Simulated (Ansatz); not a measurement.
## AlCo (Pm-3m): Drude plasma energy against volume

The cell of AlCo (Pm-3m) is scaled evenly and the response computed anew at each volume, on one mesh.

The structure is cubic, space group Pm-3m (No. 221). The conventional cell has a = 2.819 Å, b = 2.819 Å, c = 2.819 Å, α = 90.00°, β = 90.00°, γ = 90.00°. Co on site b is surrounded by 8 Al at 2.44 Å. Around Al on site a lie 8 Co at 2.44 Å.

Method: Ansatz 0.2.0, PBE, independent particles, k-mesh 14×14×14 with interpolation inside its cells, Gaussian parameter 0.1 eV.

Launch of the response step: `ansatz run input.yaml --threads 4 --pin off --max-ram 8192MiB --backend cpu --events-out ev --progress --plain --runs-dir out`. The series took 71 s in all, on 4 threads of Intel(R) Xeon(R) Processor @ 2.70GHz, with other jobs on the host.

| V/V₀ | V (Å³, primitive cell) | Drude plasma energy (eV) |
| --- | --- | --- |
| 0.94 | 21.07 | 4.1660 |
| 0.96 | 21.52 | 4.1167 |
| 0.98 | 21.96 | ? |
| 1.00 | 22.41 | 4.0234 |
| 1.02 | 22.86 | 3.9791 |
| 1.04 | 23.31 | 3.9362 |
| 1.06 | 23.76 | 3.8947 |

For small changes the quantity should be close to linear in ln V.

Working, on the rows shown:

| x = ln(V/V₀) | y = Drude plasma energy |
| --- | --- |
| -0.0618754 | 4.166 |
| -0.040822 | 4.1167 |
| 0 | 4.0234 |
| 0.0198026 | 3.9791 |
| 0.0392207 | 3.9362 |
| 0.0582689 | 3.8947 |

Means: x̄ = 0.0024325, ȳ = 4.0194. Σ(x − x̄)(y − ȳ) = -0.02437, Σ(x − x̄)² = 0.01079. Slope = -0.02437 / 0.01079 = -2.26; intercept = ȳ − slope · x̄ = 4.0248. The line misses the rows shown by at most 0.0015 eV.

**Question.** What does the fit predict for the withheld row, and how well does it do?

**Answer.** At x = -0.020203 the line gives y = 4.0705 eV. The run gave 4.0692 eV, so the interpolation is off by 0.0013 eV, 0.5 % of the range in the table.

Between the rows on either side of x = 0 the slope is (3.9791 − 4.0692) / (0.019803 − (-0.020203)) = -2.252. So d ln ωp/d ln V = -0.56; free electrons would give −0.50. The values come from a sum over the points of one k-mesh and carry its error, which is largest for Fermi-surface quantities.
